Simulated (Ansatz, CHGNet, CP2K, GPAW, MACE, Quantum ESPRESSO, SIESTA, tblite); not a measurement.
## Phosphorene, 3 layers, N on P sites (72 atoms): runs against a plane-wave reference

The cell holds 72 atoms: 48 P and 24 N. Its edges and angles: a = 10.340 Å, b = 9.102 Å, c = 29.176 Å, α = 90.0°, β = 90.0°, γ = 90.0°. It derives from P (phosphorene). 3 layers of phosphorene (a = 3.314 Å), 3 x 2 cells, biaxial strain +4 %, every second layer slid by 0.500 of a1; facing planes 3.38, 3.4 Å apart; 16 Å of vacuum; 24 of 72 P replaced by N at random; displaced by a Gaussian of 0.02 Å. Then every atom was moved at random, 0.02 Å r.m.s. a Cartesian component. Regions: layer 1, 24 atoms (18 P and 6 N); layer 2, 24 atoms (9 N and 15 P); layer 3, 24 atoms (9 N and 15 P). Vacuum lies along c.

Geometry: as built.

The reference, a calculation:

* method: Kohn-Sham DFT, PBE, SSSP efficiency 1.3.0 pseudopotentials, plane waves (Quantum ESPRESSO 7.5); sssp-pbe-1.3.0-efficiency, cutoffs 60/480 Ry, Γ point
* r.m.s. force component: 1.577 eV/Å
* longest force: 3.849 eV/Å
* time: 43 min on 1 thread of Arm Neoverse V1, shared host
* CPU time: 43 min

Q: Estimate the differences from the reference, the CPU time and the memory of each run.
- GPAW PBE, LCAO dzp, h 0.18 Å, other mixer settings (GPAW 26.7.0; 1 thread)
- GPAW LDA, LCAO dzp, h 0.18 Å (GPAW 26.7.0; 1 thread)
- CP2K PBE, TZVP-UZH, 600/50 Ry, diagonalisation (CP2K 2026.2; 2 threads)
- SIESTA PBE, TZP, shift 0.01 Ry, mesh 500 Ry (SIESTA 5.4.2; 2 MPI ranks)
- tblite GFN2-xTB (tblite 0.8.0; 1 thread)
- GPAW PBE, LCAO dzp, h 0.18 Å (GPAW 26.7.0; 1 thread)
- MACE MP-0b2 small potential (MACE MP-0b2 small; 1 thread)
- CHGNet 0.3.0 potential (CHGNet 0.3.0; 1 thread)
- GPAW PBE, grid h 0.2 Å (GPAW 26.7.0; 4 MPI ranks)
- SIESTA PBE, DZP, shift 0.01 Ry, mesh 500 Ry (SIESTA 5.4.2; 2 MPI ranks)

Differences are against the plane-wave reference, forces as r.m.s. over components; share is that over the reference's r.m.s. force, slope the least-squares factor from reference forces to these. Total energies of different programs have different zeros and aren't compared.

```
                                               run  Δ force, r.m.s. (meV/Å)  share (%)  slope  cores  CPU time  memory (GiB)
                                         reference                        -          -      -      1    43 min          10.0
GPAW PBE, LCAO dzp, h 0.18 Å, other mixer settings                      125       7.89  0.960      1     3 min           1.7
                      GPAW LDA, LCAO dzp, h 0.18 Å                     95.8       6.07  1.019      1   2.2 min           1.9
    CP2K PBE, TZVP-UZH, 600/50 Ry, diagonalisation                     46.7       2.96  0.981      2   8.7 min           7.3
       SIESTA PBE, TZP, shift 0.01 Ry, mesh 500 Ry                      117       7.43  0.977      2   8.5 min           2.6
                                   tblite GFN2-xTB                      498       31.6  1.292      1     6.5 s          0.16
                      GPAW PBE, LCAO dzp, h 0.18 Å                      125       7.94  0.960      1     3 min           1.9
                       MACE MP-0b2 small potential                      687       43.6  0.793      1     7.1 s          0.67
                            CHGNet 0.3.0 potential                      405       25.7  1.089      1     3.4 s          0.62
                            GPAW PBE, grid h 0.2 Å                     84.2       5.34  1.018      4    18 min           3.8
       SIESTA PBE, DZP, shift 0.01 Ry, mesh 500 Ry                      130       8.22  0.961      2   7.1 min           2.4
```

Times of the machine-learned potentials are mostly Python's start and the loading of weights.

CPU time is summed over cores on a shared host, where runs went side by side, so it is rough. Symmetry, cutoffs, thresholds, outputs and thread counts weren't matched or tuned between programs; memory under MPI is the largest rank's times the ranks.

PBE on plane waves or a grid with other potentials, cutoffs or grids differs from the reference by 5.3 % (GPAW PBE, grid h 0.2 Å) of the r.m.s. force; this holds the reference's own error, so differences of a few per cent don't tell which side is nearer the exact PBE result. The PBE runs in local orbitals differ by 3.0 % (CP2K PBE, TZVP-UZH, 600/50 Ry, diagonalisation) to 8.2 % (SIESTA PBE, DZP, shift 0.01 Ry, mesh 500 Ry); basis, grid and potentials can all enter. Tight binding differs by 32 % (tblite GFN2-xTB); it is another model, with fitted parameters of its own, and the xTB methods hold dispersion. Machine-learned potentials differ by 26 % (CHGNet 0.3.0 potential) to 44 % (MACE MP-0b2 small potential); they were trained on other programs' data. Among those trained on PBE data the slope goes as low as 0.79, which softening far from their training structures can give, though the reference's k-sampling is untested too. Periodic xTB results under one method name differ between programs and library versions. Machine-learned potentials mimic data converged in k, so the reference's own k-point error enters their differences. The electronic-structure runs sample only Γ, in a cell whose shortest periodic width is 9 Å.

[Logs are printed without paths, hosts, clocks, repeated set-up lines and the standing remarks that a program may print on its own settings, such as how far it seeks lower states.]

[Hosts, paths, dates, database ids (printed as entryN), source tags and the programs' standing remarks are cut or masked in the printed files.]
